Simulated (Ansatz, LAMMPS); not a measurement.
# Glassy ZnIn2Ga2O7 (108 atoms): geometry optimisation, part 3 of 3

How does glassy ZnIn2Ga2O7 (108 atoms) relax, and what do bonds, charges and levels look like afterwards?

Ansatz 0.2.0; Kohn-Sham DFT, LDA, PAW (set soft_2), plane waves.

The cell: 18 Ga, 18 In, 63 O and 9 Zn. The quench rate of 10 K/ps is orders of magnitude faster than experiment. The starting topology of bonds comes from the classical model. The Brillouin zone is sampled at Γ only, in a cell whose shortest periodic width is 11 Å.

So far, density (g/cm³): step 5 (distances and neighbours after relaxation) 6.34.

## (6) Single point at the relaxed geometry

One more single point at the end of the walk gives the fuller output and checks the residual forces.

input.yaml

```yaml
crystal:
  lattice:
    - [10.88286, 0.0, 0.0]
    - [0.0, 10.88286, 0.0]
    - [0.0, 0.0, 10.88286]
  atoms:
    - { symbol: Ga, position: [0.12513, 0.10689, 0.84887] }
    - { symbol: Ga, position: [0.06103, 0.77221, 0.40828] }
    - { symbol: Ga, position: [0.08569, 0.96499, 0.5889] }
    - { symbol: Ga, position: [0.44862, 0.1593, 0.30173] }
    - { symbol: Ga, position: [0.49336, 0.4625, 0.57788] }
    - { symbol: Ga, position: [0.26015, 0.75291, 0.59701] }
    - { symbol: Ga, position: [0.19775, 0.50411, 0.41892] }
    - { symbol: Ga, position: [0.33958, 0.26856, 0.53147] }
    - { symbol: Ga, position: [0.46871, 0.44327, 0.28864] }
    - { symbol: Ga, position: [0.73232, 0.61596, 0.76404] }
    - { symbol: Ga, position: [0.3836, 0.68471, 0.39083] }
    - { symbol: Ga, position: [0.57537, 0.71001, 0.57197] }
    - { symbol: Ga, position: [0.90656, 0.07971, 0.44757] }
    - { symbol: Ga, position: [0.95363, 0.84177, 0.82041] }
    - { symbol: Ga, position: [0.434, 0.96852, 0.56813] }
    - { symbol: Ga, position: [0.61789, 0.9645, 0.37021] }
    - { symbol: Ga, position: [0.62219, 0.16312, 0.55819] }
    - { symbol: Ga, position: [0.77872, 0.85579, 0.53159] }
    - { symbol: In, position: [0.46443, 0.65608, 0.86472] }
    - { symbol: In, position: [0.70786, 0.58727, 0.36094] }
    - { symbol: In, position: [0.06882, 0.89082, 0.09484] }
    - { symbol: In, position: [0.4559, 0.89547, 0.12264] }
    - { symbol: In, position: [0.63344, 0.93836, 0.78998] }
    - { symbol: In, position: [0.15273, 0.39005, 0.10459] }
    - { symbol: In, position: [0.72369, 0.01105, 0.06204] }
    - { symbol: In, position: [0.24899, 0.96773, 0.3586] }
    - { symbol: In, position: [0.94996, 0.40072, 0.85411] }
    - { symbol: In, position: [0.80376, 0.38024, 0.55063] }
    - { symbol: In, position: [0.95145, 0.17956, 0.11608] }
    - { symbol: In, position: [0.86274, 0.0949, 0.72877] }
    - { symbol: In, position: [0.29433, 0.37378, 0.83404] }
    - { symbol: In, position: [0.83261, 0.82381, 0.25953] }
    - { symbol: In, position: [0.17999, 0.63834, 0.90586] }
    - { symbol: In, position: [0.95926, 0.61917, 0.59763] }
    - { symbol: In, position: [0.6337, 0.31322, 0.80521] }
    - { symbol: In, position: [0.10291, 0.24553, 0.36447] }
    - { symbol: O, position: [0.53275, 0.58259, 0.45748] }
    - { symbol: O, position: [0.37659, 0.38087, 0.66455] }
    - { symbol: O, position: [0.26901, 0.28428, 0.00408] }
    - { symbol: O, position: [0.42565, 0.74424, 0.23626] }
    - { symbol: O, position: [0.7669, 0.57098, 0.58564] }
    - { symbol: O, position: [0.0484, 0.14247, 0.53662] }
    - { symbol: O, position: [0.29126, 0.73098, 0.76779] }
    - { symbol: O, position: [0.89866, 0.68405, 0.77277] }
    - { symbol: O, position: [0.12264, 0.47459, 0.83341] }
    - { symbol: O, position: [0.62258, 0.33985, 0.6148] }
    - { symbol: O, position: [0.08702, 0.77644, 0.60097] }
    - { symbol: O, position: [0.89049, 0.95378, 0.13143] }
    - { symbol: O, position: [0.5503, 0.588, 0.70193] }
    - { symbol: O, position: [0.6553, 0.77942, 0.42872] }
    - { symbol: O, position: [0.46922, 0.30121, 0.20468] }
    - { symbol: O, position: [0.67526, 0.13237, 0.75596] }
    - { symbol: O, position: [0.15527, 0.58755, 0.09376] }
    - { symbol: O, position: [0.82135, 0.94628, 0.85794] }
    - { symbol: O, position: [0.75843, 0.18994, 0.1127] }
    - { symbol: O, position: [0.28053, 0.04412, 0.90476] }
    - { symbol: O, position: [0.76459, 0.44648, 0.82665] }
    - { symbol: O, position: [0.21767, 0.21231, 0.74354] }
    - { symbol: O, position: [0.05652, 0.97551, 0.75894] }
    - { symbol: O, position: [0.42817, 0.08523, 0.14449] }
    - { symbol: O, position: [0.45013, 0.95112, 0.7433] }
    - { symbol: O, position: [0.79367, 0.9677, 0.38446] }
    - { symbol: O, position: [0.98235, 0.21714, 0.80099] }
    - { symbol: O, position: [0.45255, 0.36086, 0.43854] }
    - { symbol: O, position: [0.44536, 0.1468, 0.59828] }
    - { symbol: O, position: [0.13364, 0.20096, 0.18604] }
    - { symbol: O, position: [0.05675, 0.95143, 0.41118] }
    - { symbol: O, position: [0.32435, 0.53533, 0.29616] }
    - { symbol: O, position: [0.23466, 0.77909, 0.39585] }
    - { symbol: O, position: [0.25786, 0.94784, 0.57338] }
    - { symbol: O, position: [0.34937, 0.52882, 0.93428] }
    - { symbol: O, position: [0.64048, 0.9084, 0.20802] }
    - { symbol: O, position: [0.05536, 0.59586, 0.43136] }
    - { symbol: O, position: [0.61979, 0.98543, 0.55488] }
    - { symbol: O, position: [0.69028, 0.78557, 0.67942] }
    - { symbol: O, position: [0.29932, 0.59553, 0.52792] }
    - { symbol: O, position: [0.58901, 0.53352, 0.21346] }
    - { symbol: O, position: [0.18758, 0.35232, 0.50228] }
    [... 24 atom lines left out ...]
    - { symbol: Zn, position: [0.44293, 0.24117, 0.04668] }
    - { symbol: Zn, position: [0.74027, 0.25255, 0.28275] }
    - { symbol: Zn, position: [0.31961, 0.8847, 0.8549] }
    - { symbol: Zn, position: [0.24402, 0.10313, 0.08117] }
    - { symbol: Zn, position: [0.00764, 0.58406, 0.23089] }
    - { symbol: Zn, position: [0.67759, 0.60459, 0.08317] }
kpoints:
  mp_grid: { grid: [1, 1, 1] }
hamiltonian:
  xc: lda
scf:
  occupations: { method: gaussian, width: 0.025 }
output:
  forces: true
  stress: true
  populations: true
  dos:
    method: { smearing: { sigma: 0.08 } }
    de: 0.1
    projected: { site_lists: { Ga: [Ga], In: [In], O: [O], Zn: [Zn] } }
  eigenvalues: true
  write_density: true
  write_potential: true
  volumetric_format: npy
  elf: true
```

On the command line:

```sh
> ansatz run input.yaml --threads 4 --pin off --max-ram 8192MiB --backend cpu --events-out ev --progress --plain --runs-dir out
```

What it wrote:

```text
[...]
Crystal: 108 atoms, lattice volume = 1288.929 Å³
Basis set: ecut = 420 eV, 25269 PW (Γ)
Bands: 585, of which v1, the nominal top of the filled ones, is band 477 counted from 1 (476 counted from 0)
Symmetry: 1 space group operations
[...]
k-points: 1
[...]
SCF iter   1: F=—  HF=-229163.947801 eV  |F-HF|=—  |Δ(HF+E_count)|=         —  Δρ=1.88e-2  dr2=3.83e0  ethr=1.77e-3  ⟨swp⟩=6.0  Hψ=2216  notcnv=0  defer=8
[...]
SCF iter  11: F=-229162.822105 eV  HF=-229162.822105 eV  |F-HF|=6.32e-8  |Δ(HF+E_count)|=   4.91e-8  Δρ=2.56e-6  dr2=7.64e-8  ethr=1.05e-11  ⟨swp⟩=15.0  Hψ=4601  notcnv=0
SCF 1 converged in 11 iterations: F = -229162.822105 eV  dr2 = 7.64e-8
[...]
SCF converged after 11 iterations
Free energy (F): -229162.822105 eV
[...]
Internal energy: -229162.822105 eV  (E = F + TS)
E sigma→0 (E₀):  -229162.822105 eV
Fermi energy:    8.519300 eV
[...]
--- Forces (eV/Å), atoms counted from 1 ---
  atom   1  Ga     0.00406822    -0.00220499     0.00147274
  atom   2  Ga     0.00771253    -0.00113021    -0.00119792
  atom   3  Ga     0.00313211    -0.00077143    -0.00041082
  atom   4  Ga    -0.00731793    -0.00123014     0.00064728
  atom   5  Ga    -0.00255333     0.00233630     0.00138250
  atom   6  Ga    -0.00031576    -0.00012850    -0.00535584
  atom   7  Ga     0.00132211     0.00338135    -0.00166718
  atom   8  Ga    -0.00017142    -0.00266496    -0.00863364
  atom   9  Ga     0.00376583     0.00409354    -0.00516480
  atom  10  Ga    -0.00165280     0.00143803    -0.00398344
  atom  11  Ga     0.00674402     0.00464799     0.01737567
  atom  12  Ga     0.00097811    -0.00425326    -0.00275299
  atom  13  Ga    -0.00078842    -0.00537860     0.00083679
  atom  14  Ga     0.00278400     0.00226935     0.00047693
[...]
atom 107  Zn    -0.00264907     0.00417763     0.00444062
  atom 108  Zn     0.00090823    -0.00325563     0.00698920
  max |Σ_I F_I| component: 2.10e-4 eV/Å
--- Stress (GPa, compression-positive) ---
        0.306619       1.155383       0.174111
        1.155383      -0.630103       1.172313
        0.174111       1.172313      -1.397142
  P = ⅓ Tr σ = -0.5735 GPa (-5.735 kbar)
--- Band table (eV) ---
[...]
--- Löwdin populations: 108 sites ---
  site symbol       q [e]
     0     Ga     12.1431
     1     Ga     12.1134
     2     Ga     12.0658
[...]
107     Zn     10.5347
  spilling = 0.004202 (of n_electrons = 954.000000)
```

The job ended after 37 s (4 threads of Arm Neoverse V2, shared host; peak memory 2.1 GiB).

Read from the output:

| Quantity | Value |
| --- | --- |
| free energy | -229162.8221 eV |
| free energy per atom | -2121.8780 eV/atom |
| SCF cycles | 11 |
| pressure | -0.5735 GPa |
| r.m.s. force component | 0.00339 eV/Å |
| longest force | 0.01921 eV/Å |
| Fermi energy | 8.519 eV |
| gap (highest filled to lowest empty level) | 0.8513 eV |
| spilling of the projection | 0.004202 |

Löwdin charges by element and coordination (they lack the spilled electrons, 0.037 e an atom on average):

```
element  coordination  atoms  mean charge (e)  spread   least    most
     Ga           all     18            0.933  0.0285   0.857   0.988
     Ga             4      2            0.967  0.0214   0.945   0.988
     Ga             5      6            0.929  0.0358   0.857   0.968
     Ga             6     10            0.928  0.0185   0.887   0.951
     In           all     18             1.11   0.032    1.06    1.16
     In             4      1             1.14       0    1.14    1.14
     In             5      6             1.09  0.0242    1.06    1.12
     In             6     10             1.11  0.0332    1.06    1.16
     In             7      1             1.14       0    1.14    1.14
      O           all     63           -0.732  0.0892  -0.992  -0.602
      O             3     16           -0.743  0.0718  -0.851  -0.639
      O             4     44            -0.73  0.0932  -0.992  -0.602
      O             5      3           -0.714   0.106  -0.863  -0.634
     Zn           all      9             1.49  0.0134    1.47    1.52
     Zn             3      1             1.47       0    1.47    1.47
     Zn             4      4             1.49  0.0048    1.49    1.50
     Zn             5      3             1.50  0.0109    1.49    1.52
     Zn             6      1             1.50       0    1.50    1.50
```

States in the cell by windows of 1 eV, zero at the Fermi level; the larger projections on atomic orbitals stand beside the total:

```
from (eV)  to (eV)  total   O p  Zn d  In d   Ga d
      -14      -13  249.8   5.3   0.1  97.3  143.4
      -13      -12   92.4   1.6   0.1  67.2   15.4
      -12      -11    3.0   0.1   0.0   2.2    0.1
      -11       -8    0.0   0.0   0.0   0.0    0.0
       -8       -7   20.4  11.7   1.2   0.2    0.3
       -7       -6   45.6  22.1  12.1   0.4    0.4
       -6       -5   83.4  28.6  43.4   0.5    0.4
       -5       -4   67.3  35.4  18.8   0.5    0.4
       -4       -3   62.6  45.7   5.7   0.6    0.4
       -3       -2   73.1  61.6   3.1   0.7    0.6
       -2       -1   93.7  84.8   3.0   1.1    0.8
       -1        0   21.9  19.2   1.7   0.2    0.1
        0        1    2.0   0.2   0.0   0.0    0.0
        1        2    0.0   0.0   0.0   0.0    0.0
        2        3    8.0   2.5   0.0   0.0    0.0
        3        4   12.2   3.4   0.0   0.0    0.0
        4        5   26.5   6.7   0.0   0.0    0.0
```

The curve was stored every 0.10 eV, coarse against its broadening of 0.08 eV, so these counts are rough.

Between -20 and -14 eV lie 141 more states.

The levels nearest the highest filled one (over half full), pooled over k-points and spins:

```
level less the highest filled one (eV)  occupation
                                -0.340           2
                                -0.318           2
                                -0.263           2
                                -0.235           2
                                -0.153           2
                                     0           2
                                 0.851           0
                                  2.73           0
                                  3.15           0
                                  3.31           0
                                  3.34           0
                                  3.50           0
```

ELF in the bc plane at fractional x = 0.443, with atoms of Ga and In and O and Zn within 0.2 Å of it. It is the smooth field of the valence electrons, not physical close to the nuclei.

Ten even steps from '0' (0.00) to '9' (0.83), each cell a mean:
```
0000012222210035652112488731000
0000036888520035642222235420000
0001148989830024422100222110000
2111127999730001212100221011233
6211112675210000012222210025899
9411111110122100011111110048978
9411111001577520123210000038978
5214665103799731123210000014788
2159998402677522111100245421222
1279579511233211210001699972100
0259998411112111110002796794100
1124663113676321122101698994111
5310010138879831244311368851135
9841000159858830134321122201599
7962111127998521112211111003895
9842101111343111111122233102898
6421000223221001211125787510367
1122101488842001110048989831011
2576422698983222100159979722211
5988831698984111000137987321121
6977941257752000000012332210012
4899721001210000000000011210012
1355210001210000000001355322221
0001110001210013321012688731110
```
Columns run along b (10.9 Å), rows up along c (10.9 Å). Atoms in or near the plane, at fractional coordinates: Ga at (0.16, 0.30), Ga at (0.97, 0.57), In at (0.90, 0.12), O at (0.74, 0.24), O at (0.09, 0.14), O at (0.95, 0.74), O at (0.36, 0.44), O at (0.15, 0.60), O at (0.79, 0.54), O at (0.98, 0.38), Zn at (0.24, 0.05).

Valence density in the bc plane at fractional x = 0.443, with atoms of Ga and In and O and Zn within 0.2 Å of it. It is the smooth field of the valence electrons, not physical close to the nuclei.

Values in e/Å³, 13 rows by 16 columns, each cell a mean:
```
 0  0  0  1  1  0  0  0  0  0  1  1  1  0  0  0
 0  0  0  2  3  1  0  0  0  1  7  3  0  0  0  0
 1  1  1  1  1  0  0  0  0  1  2  1  0  0  1  2
 1  0  1  0  0  0  0  0  0  0  0  0  0  0  2  5
 1  1  3  1  0  0  1  1  0  0  0  0  0  0  0  1
 3  1  4  1  0  0  1  2  1  0  0  1  4  2  1 18
 1  0  0  0  0  2  2  0  0  0  0  0  2  1  0  1
 3  0  0  0  0  3  3  0  0  0  1  1  0  0  0  3
 2  1 11  3  0  0  2  3  0  0  0  1  0  0  0  2
 0  1  9  3  1  1  3  7  0  0  0  3  3  0  0  0
 1  3  1  0  3  2  0  0  0  0  0  1  2  1  3  1
 1  3  1  2  2  0  0  0  0  0  0  0  0  2  7  2
 0  0  0 10 10  0  0  0  0  0  0  0  1  1  1  0
```
Columns run along b (10.9 Å), rows up along c (10.9 Å). Atoms in or near the plane, at fractional coordinates: Ga at (0.16, 0.30), Ga at (0.97, 0.57), In at (0.90, 0.12), O at (0.74, 0.24), O at (0.09, 0.14), O at (0.95, 0.74), O at (0.36, 0.44), O at (0.15, 0.60), O at (0.79, 0.54), O at (0.98, 0.38), Zn at (0.24, 0.05).

Mean Löwdin charges: Ga +0.93, In +1.11, O -0.73, Zn +1.49 e (they miss 0.42 % of the electrons, so they add up to more than the cell's charge).

The surroundings of In35, which has 4 bonded neighbours where the commonest count for In is 6, nearest first, numbered as they follow in the input and with coordinates relative to it.

```
 atom      x      y      z  distance (Å)  bonds  Löwdin charge (e)
 In35   0.00   0.00   0.00          0.00      4               1.14
  O90  -1.74  -0.59   0.79          2.00      4              -0.90
  O57   1.42   1.45   0.23          2.05      3              -0.68
  O52   0.45  -1.97  -0.54          2.09      4              -0.70
  O46  -0.12   0.29  -2.07          2.10      4              -0.65
 Ga17  -0.13  -1.63  -2.69          3.15      6               0.93
  O38  -2.80   0.74  -1.53          3.27      3              -0.67
  O49  -0.91   2.99  -1.12          3.32      4              -0.63
  Ga5  -1.53   1.62  -2.47          3.33      5               0.97
Zn102  -2.64  -2.05  -0.27          3.36      5               1.50
```

The column of bonds counts only the pairs O-Ga within 2.43 Å, O-In within 2.77 Å, O-Zn within 2.48 Å; other neighbours, such as metal atoms beside each other in a compound, aren't counted, and periodic images can show an atom twice.

## (7) Results

```yaml
energy_change_in_the_relaxation: -66.14 meV/atom
r_m_s_displacement: 0.353 Å
largest_displacement: 1.195 Å
free_energy_per_atom: -2121.8780 eV/atom
pressure: -0.5735 GPa
r_m_s_force_component: 0.00339 eV/Å
spacing_of_highest_filled_and_lowest_empty_level: 0.8513 eV
wall_time_of_the_3_dft_runs: 8.8 min
```

Relaxation lowers the energy by 66.1 meV/atom and moves atoms by 0.35 Å r.m.s.; the r.m.s. force component goes from 0.69 to 0.0034 eV/Å, the pressure goes from -2.3 to -0.57 GPa, and the gap from 0.887 to 0.851 eV. By the final cutoffs 14 of 242 bonded pairs parted and 11 joined. From the first step to the last the energy fell by 7.143 eV, and the largest move was 1.19 Å (Zn102, with 1 other atom within 2 % of it). The O-Ga bonds change most in mean length: from 2.037 Å (spread 0.134) to 1.965 Å (spread 0.096), and their number from 104 to 98. With the cutoffs above, 56 % of Ga atoms have 6, 56 % of In atoms have 6, 70 % of O atoms have 4 and 44 % of Zn atoms have 4 bonded neighbours. Counting bonds to Ga alone, not to In and Zn, 16 % of the oxygens join two of these atoms and 30 % one; 27 % join three; 3 % join four; 24 % join none. The highest filled and lowest empty levels differ by 0.851 eV (at Γ alone); a local or semilocal functional tends to put such gaps too low. In a disordered cell it changes from sample to sample, and tail or defect levels can set it.

**Limits.** The network of bonds at the start is that of the classical potential that made the cell; in DFT 14 of its 242 bonded pairs passed out of the cutoffs and 11 came within them.

Calculation beside experiment:

```csv
quantity,measured,this cell,difference,method of the measurement
optical gap,3.63 eV,0.851 eV,-2.78 eV,"UV-vis absorption, Tauc plot"
```

The network comes from the model that made the cell; in DFT 14 of its 242 bonded pairs passed out of the cutoffs and 11 came within them. An optical gap and a spacing of Kohn–Sham levels are different quantities.

[Logs are printed without paths, hosts, clocks, repeated set-up lines and the standing remarks that a program may print on its own settings, such as how far it seeks lower states.]

[Hosts, paths, dates, database ids (printed as entryN), source tags and the programs' standing remarks are cut or masked in the printed files.]
